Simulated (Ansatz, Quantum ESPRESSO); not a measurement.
# The work function of Ru(0001), 4 layers, one monolayer of C on top sites, level by level, part 4 of 6

Wanted: work functions and the surface dipole of Ru(0001), 4 layers, one monolayer of C on top sites at several levels, with their cost.

Quantum ESPRESSO 7.5; plane-wave DFT, PBE, GBRV ultrasoft pseudopotentials; geometry and cross-check by Ansatz 0.2.0 with PAW datasets.

So far. Step 7 (SCF with pw.x: open boundaries by the effective …): The upper level is 7.056 eV against 7.063 eV from the periodic run.

## (8) Ground state: RPBE, GBRV ultrasoft

The geometry stays; functional or pseudopotentials change.

Level of this step: plane-wave DFT, RPBE, GBRV ultrasoft pseudopotentials made under PBE (Quantum ESPRESSO 7.5). input_dft overrides the functional of the files.

gbrv-rpbe.in reads:

```
&control
  prefix = 'gbrv-rpbe'
  outdir = './out'
  pseudo_dir = './pseudo'
  calculation = 'scf'
  tprnfor = .true.
/
&system
  ibrav = 0
  nat = 5
  ntyp = 2
  ecutwfc = 40
  ecutrho = 200
  input_dft = 'rpbe'
  occupations = 'smearing'
  smearing = 'mv'
  degauss = 0.02
  assume_isolated = 'esm'
  esm_bc = 'bc1'
/
&electrons
  conv_thr = 1e-07
  mixing_beta = 0.4
  electron_maxstep = 120
  mixing_mode = 'local-TF'
/
ATOMIC_SPECIES
  Ru  101.0700  ru_pbe_v1.2.uspp.F.UPF
  C   12.0110  c_pbe_v1.2.uspp.F.UPF
CELL_PARAMETERS angstrom
  2.69999999998962 0.00000000000000 0.00000000000000
  1.34999999999481 2.33826859020899 0.00000000000000
  0.00000000000000 0.00000000000000 25.41520000000000
ATOMIC_POSITIONS crystal
  Ru  0.666666666667 0.666666666667 -0.163573760378
  Ru  0.000000000000 0.000000000000 -0.079435134678
  Ru  0.666666666667 0.666666666667 0.002852266177
  Ru  0.000000000000 0.000000000000 0.096629075333
  C   -0.000000000000 0.000000000000 0.163573760378
K_POINTS automatic
  12 12 1 0 0 0
```

The run is started by

```console
$ OMP_NUM_THREADS=1 mpirun -n 4 pw.x -nk 4 -in gbrv-rpbe.in > gbrv-rpbe.out
```

The log of the run:

```text
[banner, memory and clock lines left out]
Program PWSCF v.7.5 starts
[citation notice left out]

[...]
Message from routine setup:
[...]
bravais-lattice index     =            0
     lattice parameter (alat)  =       5.1023  a.u.
     unit-cell volume          =    1082.8001 (a.u.)^3
     number of atoms/cell      =            5
     number of atomic types    =            2
     number of electrons       =        68.00
     number of Kohn-Sham states=           41
     kinetic-energy cutoff     =      40.0000  Ry
     charge density cutoff     =     200.0000  Ry
     scf convergence threshold =      1.0E-07
     mixing beta               =       0.4000
     number of iterations used =            8  local-TF  mixing
     Exchange-correlation= RPBE
                           (   1   4  44   4   0   0   0)

     Effective Screening Medium Method
     Boundary Conditions: Vacuum-Slab-Vacuum
     total charge in unit cell        =   0.0000
     grid points for fit at edges     =        4

[...]
PseudoPot. # 1 for Ru read from file:
     ./pseudo/ru_pbe_v1.2.uspp.F.UPF
     Pseudo is Ultrasoft + core correction, Zval = 16.0
     Generated by new atomic code, or converted to UPF format
     Using radial grid of  967 points,  6 beta functions with:
                l(1) =   0
                l(2) =   0
                l(3) =   1
                l(4) =   1
                l(5) =   2
                l(6) =   2
     Q(r) pseudized with  8 coefficients,  rinner =    1.300   1.300   1.300
                                                       1.300   1.300

     PseudoPot. # 2 for C  read from file:
     ./pseudo/c_pbe_v1.2.uspp.F.UPF
     Pseudo is Ultrasoft + core correction, Zval =  4.0
     Generated by new atomic code, or converted to UPF format
     Using radial grid of  721 points,  4 beta functions with:
                l(1) =   0
                l(2) =   0
                l(3) =   1
                l(4) =   1
     Q(r) pseudized with  8 coefficients,  rinner =    1.100   1.100   1.100

     atomic species   valence    mass     pseudopotential
     Ru               16.00   101.07000     Ru( 1.00)
     C                 4.00    12.01100     C ( 1.00)

      6 Sym. Ops. (no inversion) found

[...]
number of k points=    19  Marzari-Vanderbilt smearing, width (Ry)=  0.0200
[...]
Dense  grid:    51901 G-vectors     FFT dimensions: (  24,  24, 225)

     Smooth grid:    37003 G-vectors     FFT dimensions: (  24,  24, 200)

     Initial potential from superposition of free atoms

     starting charge      63.9999, renormalised to      68.0000

     negative rho (up, down):  3.201E-01 0.000E+00
     Starting wfcs are   56 randomized atomic wfcs

     per-process dynamical memory:    58.7 Mb

     Self-consistent Calculation

     iteration #  1     ecut=    40.00 Ry     beta= 0.40
     Davidson diagonalization with overlap
     c_bands:  4 eigenvalues not converged
     c_bands:  5 eigenvalues not converged
     c_bands:  3 eigenvalues not converged
     ethr =  1.00E-02,  avg # of iterations = 19.5

     negative rho (up, down):  4.619E-01 0.000E+00

     total energy              =    -752.66436239 Ry
     estimated scf accuracy    <     675.65643520 Ry

     iteration #  2     ecut=    40.00 Ry     beta= 0.40
[...]
c_bands:  1 eigenvalues not converged
     c_bands:  2 eigenvalues not converged
     c_bands:  4 eigenvalues not converged
[...]
negative rho (up, down):  4.524E-01 0.000E+00

[...]
total energy              =    -741.93912616 Ry
     estimated scf accuracy    <     655.63297618 Ry

     iteration #  3     ecut=    40.00 Ry     beta= 0.40
[...]
c_bands:  1 eigenvalues not converged
[...]
negative rho (up, down):  5.293E-01 0.000E+00

[...]
total energy              =    -798.43291142 Ry
     estimated scf accuracy    <     433.69516278 Ry

     iteration #  4     ecut=    40.00 Ry     beta= 0.40
[...]
c_bands:  2 eigenvalues not converged
[...]
negative rho (up, down):  8.086E-01 0.000E+00

[...]
total energy              =    -790.64161327 Ry
     estimated scf accuracy    <     446.18939717 Ry

     iteration #  5     ecut=    40.00 Ry     beta= 0.40
[...]
negative rho (up, down):  6.447E-01 0.000E+00

[...]
total energy              =    -787.38754395 Ry
     estimated scf accuracy    <     181.72039261 Ry

     iteration #  6     ecut=    40.00 Ry     beta= 0.40
[...]
negative rho (up, down):  1.275E+00 0.000E+00

[...]
total energy              =    -784.76348870 Ry
     estimated scf accuracy    <     359.64458878 Ry

[...]
iteration # 63     ecut=    40.00 Ry     beta= 0.40
[...]
negative rho (up, down):  3.123E-01 0.000E+00

[...]
total energy              =    -788.30216204 Ry
     estimated scf accuracy    <       0.00000428 Ry

     iteration # 64     ecut=    40.00 Ry     beta= 0.40
[...]
negative rho (up, down):  3.123E-01 0.000E+00

[...]
total energy              =    -788.30197020 Ry
     estimated scf accuracy    <       0.00000248 Ry

     iteration # 65     ecut=    40.00 Ry     beta= 0.40
[...]
negative rho (up, down):  3.123E-01 0.000E+00

[...]
total energy              =    -788.30197397 Ry
     estimated scf accuracy    <       0.00000012 Ry

     iteration # 66     ecut=    40.00 Ry     beta= 0.40
[...]
negative rho (up, down):  3.123E-01 0.000E+00

[...]
End of self-consistent calculation

          k = 0.0000 0.0000 0.0000 (  4609 PWs)   bands (ev):

   -79.3473 -78.9275 -78.7392 -78.7301 -49.6129 -49.0776 -48.8900 -48.8900
   -48.8032 -48.5696 -48.4819 -48.4819 -48.2883 -48.2883 -48.2875 -48.2875
   -17.1011 -13.3483 -12.1354 -11.8082 -11.5618  -9.5485  -8.8005  -8.8005
    -8.5315  -8.4669  -8.4669  -7.9387  -7.9387  -7.8295  -7.8295  -7.8177
    -6.9402  -6.9402  -6.4402  -6.4402  -6.1997  -5.3495  -5.3495  -4.9925
    -4.8477

          k = 0.0000 0.0962 0.0000 (  4591 PWs)   bands (ev):

   -79.3394 -78.9207 -78.7323 -78.7231 -49.5970 -49.0783 -48.9532 -48.9033
   -48.7798 -48.5837 -48.5218 -48.4935 -48.3386 -48.3361 -48.3000 -48.2992
   -16.9818 -13.1041 -11.9097 -11.5966 -11.3345  -9.6100  -9.0127  -8.6998
    -8.6135  -8.5588  -8.3289  -8.1487  -7.9824  -7.7587  -7.7503  -7.6490
    -7.2480  -7.0192  -6.7092  -6.4842  -6.3466  -5.7907  -5.3818  -4.8186
    -4.7955

[...]
the Fermi energy is    -5.9700 ev

!    total energy              =    -788.30201526 Ry
     estimated scf accuracy    <       0.00000004 Ry
     smearing contrib. (-TS)   =       0.00250412 Ry
     internal energy E=F+TS    =    -788.30451938 Ry

     The total energy is F=E-TS. E is the sum of the following terms:
     one-electron contribution =   14961.14995009 Ry
     hartree contribution      =   -7502.10032927 Ry
     xc contribution           =    -107.23071736 Ry
     ewald contribution        =   -8140.12342284 Ry

     convergence has been achieved in  66 iterations

     negative rho (up, down):  3.123E-01 0.000E+00

     Forces acting on atoms (cartesian axes, Ry/au):

     atom    1 type  1   force =    -0.00000000   -0.00000000    0.01688389
     atom    2 type  1   force =     0.00000000    0.00000000   -0.02130282
     atom    3 type  1   force =     0.00000000    0.00000000   -0.00039922
     atom    4 type  1   force =     0.00000000    0.00000000    0.00288321
     atom    5 type  2   force =     0.00000000    0.00000000    0.00259070

     Total force =     0.027460     Total SCF correction =     0.002388

[...]
```

It took 2.6 min on 4 MPI ranks of Arm Neoverse V2, shared host; peak memory 0.52 GiB.

This step gave:

| Item | Value |
| --- | --- |
| free energy | -10725.3953 eV |
| Fermi energy | -5.97 eV |
| vacuum line at the lower end of the cell, over the Fermi level | 4.958 eV |
| vacuum line at the upper end of the cell, over the Fermi level | 6.982 eV |

The potential energy, planar mean oscillates, so the rows of the table below give means over windows of 2.26 Å about each position, cut where the curve ends. Its maxima inside the range that stand out by 2 % of the span (Å: eV): -3.0: -2.02, -1.0: -2.62, 1.2: -0.240, 3.5: -1.13. Its minima: -4.2: -48.7, -2.0: -49.3, 0.1: -48.7, 2.5: -48.9, 4.2: -9.88.

Electrostatic potential energy of an electron; zero at the Fermi level. Potential energy, planar mean against z; means over each step:

z (Å), potential energy, planar mean (eV) and a bar from the least value:
```
   -11.52        5.0 ############################
    -9.26        5.0 ############################
    -7.00        4.8 ############################
    -4.74      -16.6 ####
    -2.48      -19.9 
    -0.22      -19.6 
     2.04      -18.6 #
     4.30       -1.8 ####################
     6.56        6.9 ##############################
     8.82        7.0 ##############################
    11.08        7.0 ##############################
```

The upper face goes from 7.056 eV (PBE, GBRV) to 6.982 eV, a change of -0.074 eV.

## (9) Ground state: PBEsol, GBRV ultrasoft

Level of this step: plane-wave DFT, PBEsol, GBRV ultrasoft pseudopotentials (Quantum ESPRESSO 7.5).

gbrv-pbesol.in is the input of step 8 with these lines changed:

```diff
@@ -1,3 +1,3 @@
 &control
-  prefix = 'gbrv-rpbe'
+  prefix = 'gbrv-pbesol'
   outdir = './out'
@@ -13,3 +13,2 @@
   ecutrho = 200
-  input_dft = 'rpbe'
   occupations = 'smearing'
@@ -27,4 +26,4 @@
 ATOMIC_SPECIES
-  Ru  101.0700  ru_pbe_v1.2.uspp.F.UPF
-  C   12.0110  c_pbe_v1.2.uspp.F.UPF
+  Ru  101.0700  ru_pbesol_v1.2.uspp.F.UPF
+  C   12.0110  c_pbesol_v1.2.uspp.F.UPF
 CELL_PARAMETERS angstrom
```

The run is started by

```console
$ OMP_NUM_THREADS=1 mpirun -n 4 pw.x -nk 4 -in gbrv-pbesol.in > gbrv-pbesol.out
```

The log of the run:

```text
[banner, memory and clock lines left out]
Program PWSCF v.7.5 starts
[citation notice left out]

[...]
Message from routine setup:
[...]
bravais-lattice index     =            0
     lattice parameter (alat)  =       5.1023  a.u.
     unit-cell volume          =    1082.8001 (a.u.)^3
     number of atoms/cell      =            5
     number of atomic types    =            2
     number of electrons       =        68.00
     number of Kohn-Sham states=           41
     kinetic-energy cutoff     =      40.0000  Ry
     charge density cutoff     =     200.0000  Ry
     scf convergence threshold =      1.0E-07
     mixing beta               =       0.4000
     number of iterations used =            8  local-TF  mixing
     Exchange-correlation= SLA  PW   PSX  PSC
                           (   1   4  10   8   0   0   0)

     Effective Screening Medium Method
     Boundary Conditions: Vacuum-Slab-Vacuum
     total charge in unit cell        =   0.0000
     grid points for fit at edges     =        4

[...]
PseudoPot. # 1 for Ru read from file:
     ./pseudo/ru_pbesol_v1.2.uspp.F.UPF
     Pseudo is Ultrasoft + core correction, Zval = 16.0
     Generated by new atomic code, or converted to UPF format
     Using radial grid of  967 points,  6 beta functions with:
                l(1) =   0
                l(2) =   0
                l(3) =   1
                l(4) =   1
                l(5) =   2
                l(6) =   2
     Q(r) pseudized with  8 coefficients,  rinner =    1.300   1.300   1.300
                                                       1.300   1.300

     PseudoPot. # 2 for C  read from file:
     ./pseudo/c_pbesol_v1.2.uspp.F.UPF
     Pseudo is Ultrasoft + core correction, Zval =  4.0
     Generated by new atomic code, or converted to UPF format
     Using radial grid of  721 points,  4 beta functions with:
                l(1) =   0
                l(2) =   0
                l(3) =   1
                l(4) =   1
     Q(r) pseudized with  8 coefficients,  rinner =    1.100   1.100   1.100

     atomic species   valence    mass     pseudopotential
     Ru               16.00   101.07000     Ru( 1.00)
     C                 4.00    12.01100     C ( 1.00)

      6 Sym. Ops. (no inversion) found

[...]
number of k points=    19  Marzari-Vanderbilt smearing, width (Ry)=  0.0200
[...]
Dense  grid:    51901 G-vectors     FFT dimensions: (  24,  24, 225)

     Smooth grid:    37003 G-vectors     FFT dimensions: (  24,  24, 200)

     Initial potential from superposition of free atoms

     starting charge      63.9999, renormalised to      68.0000

     negative rho (up, down):  3.093E-01 0.000E+00
     Starting wfcs are   56 randomized atomic wfcs

     per-process dynamical memory:    59.0 Mb

     Self-consistent Calculation

     iteration #  1     ecut=    40.00 Ry     beta= 0.40
     Davidson diagonalization with overlap
     c_bands:  3 eigenvalues not converged
     c_bands:  4 eigenvalues not converged
     c_bands:  3 eigenvalues not converged
     c_bands:  1 eigenvalues not converged
     c_bands:  4 eigenvalues not converged
     ethr =  1.00E-02,  avg # of iterations = 18.9

     negative rho (up, down):  4.454E-01 0.000E+00

     total energy              =    -754.43756876 Ry
     estimated scf accuracy    <     658.84094296 Ry

     iteration #  2     ecut=    40.00 Ry     beta= 0.40
[...]
c_bands:  2 eigenvalues not converged
     c_bands:  3 eigenvalues not converged
[...]
negative rho (up, down):  4.163E-01 0.000E+00

[...]
total energy              =    -756.16934306 Ry
     estimated scf accuracy    <     505.34002705 Ry

     iteration #  3     ecut=    40.00 Ry     beta= 0.40
[...]
negative rho (up, down):  4.730E-01 0.000E+00

[...]
total energy              =    -794.16683183 Ry
     estimated scf accuracy    <     316.87324342 Ry

     iteration #  4     ecut=    40.00 Ry     beta= 0.40
[...]
negative rho (up, down):  6.130E-01 0.000E+00

[...]
total energy              =    -790.61793586 Ry
     estimated scf accuracy    <     267.63923561 Ry

     iteration #  5     ecut=    40.00 Ry     beta= 0.40
[...]
negative rho (up, down):  4.883E-01 0.000E+00

[...]
total energy              =    -789.00746107 Ry
     estimated scf accuracy    <     125.58989603 Ry

     iteration #  6     ecut=    40.00 Ry     beta= 0.40
[...]
negative rho (up, down):  6.291E-01 0.000E+00

[...]
total energy              =    -785.20743176 Ry
     estimated scf accuracy    <     165.41873814 Ry

[...]
iteration # 69     ecut=    40.00 Ry     beta= 0.40
[...]
negative rho (up, down):  3.022E-01 0.000E+00

[...]
total energy              =    -788.05119643 Ry
     estimated scf accuracy    <       0.00000179 Ry

     iteration # 70     ecut=    40.00 Ry     beta= 0.40
[...]
negative rho (up, down):  3.022E-01 0.000E+00

[...]
total energy              =    -788.05125765 Ry
     estimated scf accuracy    <       0.00000496 Ry

     iteration # 71     ecut=    40.00 Ry     beta= 0.40
[...]
negative rho (up, down):  3.022E-01 0.000E+00

[...]
total energy              =    -788.05123189 Ry
     estimated scf accuracy    <       0.00000079 Ry

     iteration # 72     ecut=    40.00 Ry     beta= 0.40
[...]
negative rho (up, down):  3.022E-01 0.000E+00

[...]
End of self-consistent calculation

          k = 0.0000 0.0000 0.0000 (  4609 PWs)   bands (ev):

   -79.4342 -79.0197 -78.8393 -78.8154 -49.7322 -49.1967 -48.9969 -48.9969
   -48.9194 -48.6828 -48.5940 -48.5940 -48.4067 -48.4067 -48.3894 -48.3894
   -17.3027 -13.6511 -12.4098 -12.0861 -11.8393  -9.7881  -9.0205  -9.0205
    -8.7537  -8.6888  -8.6888  -8.1588  -8.1588  -8.0640  -8.0476  -8.0476
    -7.1354  -7.1354  -6.6329  -6.6329  -6.4554  -5.5368  -5.5367  -5.2443
    -5.0340

          k = 0.0000 0.0962 0.0000 (  4591 PWs)   bands (ev):

   -79.4261 -79.0128 -78.8324 -78.8083 -49.7161 -49.1968 -49.0628 -49.0103
   -48.8943 -48.6973 -48.6342 -48.6057 -48.4556 -48.4407 -48.4185 -48.4014
   -17.1814 -13.4063 -12.1817 -11.8741 -11.6101  -9.8492  -9.2366  -8.9248
    -8.8322  -8.7840  -8.5499  -8.3740  -8.2027  -7.9909  -7.9690  -7.8652
    -7.4488  -7.2164  -6.9205  -6.6778  -6.5701  -6.0112  -5.5692  -5.0242
    -4.9809

[...]
the Fermi energy is    -6.1792 ev

!    total energy              =    -788.05125495 Ry
     estimated scf accuracy    <       0.00000009 Ry
     smearing contrib. (-TS)   =       0.00268690 Ry
     internal energy E=F+TS    =    -788.05394184 Ry

     The total energy is F=E-TS. E is the sum of the following terms:
     one-electron contribution =   14961.12523722 Ry
     hartree contribution      =   -7502.84867961 Ry
     xc contribution           =    -106.20707661 Ry
     ewald contribution        =   -8140.12342284 Ry

     convergence has been achieved in  72 iterations

     negative rho (up, down):  3.022E-01 0.000E+00

     Forces acting on atoms (cartesian axes, Ry/au):

     atom    1 type  1   force =     0.00000000    0.00000000    0.04063874
     atom    2 type  1   force =     0.00000000    0.00000000   -0.02049287
     atom    3 type  1   force =     0.00000000    0.00000000   -0.00731648
     atom    4 type  1   force =     0.00000000    0.00000000   -0.00328778
     atom    5 type  2   force =     0.00000000    0.00000000   -0.00988617

     Total force =     0.047260     Total SCF correction =     0.002065

[...]
```

Run time: 2.6 min. Hardware: 4 MPI ranks; peak memory 0.5 GiB; 10 min of CPU time.

Numbers from this step:

| Property | Result |
| --- | --- |
| free energy | -10721.9835 eV |
| Fermi energy | -6.179 eV |
| vacuum line at the lower end of the cell, over the Fermi level | 5.254 eV |
| vacuum line at the upper end of the cell, over the Fermi level | 7.104 eV |

The potential energy, planar mean oscillates, so the rows of the table below give means over windows of 2.26 Å about each position, cut where the curve ends. Its maxima inside the range that stand out by 2 % of the span (Å: eV): -3.0: -1.75, -1.0: -2.36, 1.2: 0.0523, 3.5: -0.966. Its minima: -4.2: -48.6, -2.0: -49.2, 0.1: -48.5, 2.5: -48.8, 4.2: -9.87.

Electrostatic potential energy of an electron; zero at the Fermi level. Potential energy, planar mean against z; means over each step:

z (Å), potential energy, planar mean (eV) and a bar from the least value:
```
   -11.52        5.3 ############################
    -9.26        5.3 ############################
    -7.00        5.1 ############################
    -4.74      -16.4 ####
    -2.48      -19.7 
    -0.22      -19.4 
     2.04      -18.3 ##
     4.30       -1.7 ####################
     6.56        7.0 ##############################
     8.82        7.1 ##############################
    11.08        7.1 ##############################
```

The upper face goes from 7.056 eV (PBE, GBRV) to 7.104 eV, a change of +0.048 eV.

(Part 4 of 6 ends here.)

[Logs are printed without paths, hosts, clocks, repeated set-up lines and the standing remarks that a program may print on its own settings, such as how far it seeks lower states.]

[Hosts, paths, dates, database ids (printed as entryN), source tags and the programs' standing remarks are cut or masked in the printed files.]

[Maps of the electrostatic potential energy from Ansatz leave out the sawtooth potential of an applied field or a dipole correction, so their vacuum need not be flat; planar profiles and work functions include it.]
